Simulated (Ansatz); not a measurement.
Two G0W0 runs on Cs2HgSe2 (Pbam).

The structure is orthorhombic, space group Pbam (No. 55). The conventional cell has a = 8.185 Å, b = 10.330 Å, c = 4.711 Å, α = 90.00°, β = 90.00°, γ = 90.00°. Nearest to Cs lie 6 Se at 3.66 to 3.72 Å and 1 Cs at 3.87 Å. Hg has 2 Se at 2.41 Å nearest. Nearest to Se lie 1 Hg at 2.41 Å and 6 Cs at 3.66 to 3.72 Å. Farther neighbours and most contacts between anions are not listed.

```cif
data_structure
_symmetry_space_group_name_H-M 'P 1'
_symmetry_Int_Tables_number 1
_cell_length_a 8.1849
_cell_length_b 10.3302
_cell_length_c 4.7112
_cell_angle_alpha 90.000
_cell_angle_beta 90.000
_cell_angle_gamma 90.000
_cell_volume 398.34
loop_
_atom_site_label
_atom_site_type_symbol
_atom_site_fract_x
_atom_site_fract_y
_atom_site_fract_z
_atom_site_occupancy
Cs1 Cs 0.39222 0.83311 0.50000 1
Cs2 Cs 0.60778 0.16689 0.50000 1
Cs3 Cs 0.89222 0.66689 0.50000 1
Cs4 Cs 0.10778 0.33311 0.50000 1
Hg5 Hg 0.50000 0.50000 0.00000 1
Hg6 Hg 0.00000 0.00000 0.00000 1
Se7 Se 0.23025 0.59445 0.00000 1
Se8 Se 0.76975 0.40555 0.00000 1
Se9 Se 0.73025 0.90555 0.00000 1
Se10 Se 0.26975 0.09445 0.00000 1
```

The cell and positions come from the Crystallography Open Database and are kept as given unless a step says otherwise. Spin-orbit coupling is left out unless a run names it.

The first (Ansatz 0.2.0; start LDA, 2×2×2 mesh, 904 empty bands, screening to 100 eV, PAW set soft_1 files; 1 × NVIDIA H100 80GB HBM3 (shared by 6 runs) with 2 threads of AMD EPYC 7R13 (Zen 3), shared host) gave, on its mesh: starting gap 1.79 eV, G0W0 gap 3.29 eV, RPA ε∞ (mean) 4.26, 41 s.

Question: The second changes start from LDA to PBEsol. What does it give?

It gave: starting gap 1.91 eV, G0W0 gap 3.37 eV, RPA ε∞ (mean) 4.11, 31 s. The G0W0 gap moves by +0.08 eV, +0.12 eV from the start and −0.04 eV from the correction. Σc changes by +0.04 eV at the valence top and +0.05 eV at the conduction bottom, and Σx − Vxc between them by −0.06 eV.

Limits: not at the basis limit; no spin-orbit coupling; coarse k mesh.

[Paths, hosts, dates, memory and timing lines, banners, echoed tables and standing remarks are left out of the program output.]

[Logs are printed without paths, hosts, clocks, repeated set-up lines and the standing remarks that a program may print on its own settings, such as how far it seeks lower states.]

[Runs of the session that timed out or met a known fault of the program may be left out.]

[Cells called generated may have been cut or substituted from an entry of the Crystallography Open Database or the Materials Project.]

[Hosts, paths, dates, database ids (printed as entryN), source tags and the programs' standing remarks are cut or masked in the printed files.]
